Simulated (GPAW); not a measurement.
Consider diamond-type (Si)1-x(Ge)x, x = 0.75.

```xyz
16
Lattice="0.0000 5.6013 5.6013 5.6013 0.0000 5.6013 5.6013 5.6013 0.0000" Properties=species:S:1:pos:R:3 pbc="T T T"
Si    0.0305    5.5899    5.6024
Si    1.3726    1.3807    1.3733
Ge    2.7841    2.7831    0.0229
Ge    4.2154    4.2185    1.3956
Ge    2.7760    0.0160    2.7683
Ge    4.1887    1.3853    4.2399
Ge    5.5902    2.7910    2.8119
Ge    7.0063    4.1957    4.1946
Ge    0.0370    2.8014    2.7990
Si    1.4030    4.1952    4.2421
Ge    2.7750    5.5870    2.8236
Ge    4.1996    7.0058    4.1984
Si    2.7835    2.8153    5.5876
Ge    4.1880    4.1842    6.9785
Ge    5.6043    5.6009    5.5918
Ge    7.0116    7.0221    6.9850
```

Absorber: atom 2, with 1 Si at 2.37 Å, 2 Ge at 2.40 Å and 1 Ge at 2.42 Å (tetrahedral). Method: GPAW, PBE, excited-electron core hole (neutral cell), 16-atom cell with 7.9 Å between holes, 4×4×4 k points, dipole transitions, Gaussian full width 0.9 eV up to 4 eV, rising linearly to 3.5 eV at 25 eV.

**Question.** Predict the near-edge structure at the Si K edge.

Main maxima up to 24 eV above the zero (height): 0.9 eV (1.54), 3.2 eV (2.05), 6.3 eV (1.32), 8.9 eV (1.12) and 17.8 eV (0.79). A K edge sees empty p states on the absorber. The total-energy difference is 1851.75 eV. One term is added: -14.97 eV, since the hole is spin-paired here and a spin-polarised one costs that much less in the free atom (computed apart). The photon energy is then 1836.78 eV. The tabulated edge of the element is 1839 eV. The functional leaves an error of a few eV in such absolute values.

The Si K spectrum (energy from the lowest empty level; intensity scaled to a mean of 1 over the first 20 eV):

| E (eV) | isotropic | ε ∥ x | ε ∥ y |
| --- | --- | --- | --- |
| -2.00 | 0.00 | 0.00 | 0.00 |
| -1.25 | 0.00 | 0.00 | 0.00 |
| -0.50 | 0.07 | 0.09 | 0.07 |
| 0.25 | 1.06 | 1.09 | 1.04 |
| 1.00 | 1.52 | 1.54 | 1.50 |
| 1.75 | 1.19 | 1.15 | 1.20 |
| 2.50 | 1.35 | 1.30 | 1.38 |
| 3.25 | 2.04 | 1.98 | 2.08 |
| 4.00 | 1.48 | 1.53 | 1.46 |
| 4.75 | 0.87 | 0.89 | 0.86 |
| 5.50 | 0.98 | 0.97 | 0.99 |
| 6.25 | 1.32 | 1.36 | 1.31 |
| 7.00 | 0.93 | 0.96 | 0.91 |
| 7.75 | 0.85 | 0.85 | 0.84 |
| 8.50 | 1.09 | 1.07 | 1.09 |
| 9.25 | 1.09 | 1.08 | 1.10 |
| 10.00 | 1.03 | 1.03 | 1.03 |
| 10.75 | 0.99 | 0.98 | 1.00 |
| 11.50 | 0.98 | 0.95 | 0.99 |
| 12.25 | 0.96 | 0.93 | 0.98 |
| 13.00 | 0.84 | 0.82 | 0.84 |
| 13.75 | 0.65 | 0.66 | 0.65 |
| 14.50 | 0.56 | 0.55 | 0.56 |
| 15.25 | 0.57 | 0.55 | 0.59 |
| 16.00 | 0.66 | 0.63 | 0.67 |
| 16.75 | 0.74 | 0.74 | 0.75 |
| 17.50 | 0.79 | 0.81 | 0.78 |
| 18.25 | 0.79 | 0.81 | 0.78 |
| 19.00 | 0.78 | 0.80 | 0.77 |
| 19.75 | 0.79 | 0.80 | 0.78 |
| 20.50 | 0.78 | 0.79 | 0.77 |
| 21.25 | 0.75 | 0.76 | 0.74 |
| 22.00 | 0.73 | 0.73 | 0.72 |
| 22.75 | 0.74 | 0.74 | 0.73 |
| 23.50 | 0.79 | 0.79 | 0.79 |
| 24.25 | 0.85 | 0.84 | 0.85 |
| 25.00 | 0.89 | 0.88 | 0.89 |
| 25.75 | 0.89 | 0.89 | 0.89 |

The cell shows no gap over 0.35 eV; the host's own band filling, the defect's levels or the functional may be the cause. The mesh is coarse (0.24 Å⁻¹ between points), so small maxima may be mesh ripples. Lifetime broadening is put in by hand, and intensities beyond about 20 eV depend on it and on the partial waves; weight that the partial waves miss at high energy is lost.

[Banner, clock and machine lines of the logs are left out without a mark of their own.]

[Logs are printed without paths, hosts, clocks, repeated set-up lines and the standing remarks that a program may print on its own settings, such as how far it seeks lower states.]

[Hosts, paths, dates, database ids (printed as entryN), source tags and the programs' standing remarks are cut or masked in the printed files.]

[Lists of maxima count a maximum above −3 eV only where it reaches 4 % of the highest in the window and stands out from its surroundings by 2 % of it (1.5 % where it reaches 55 %); shoulders and weaker maxima are passed over, and of the rest the first, up to two pre-edge ones and the few strongest are named.]
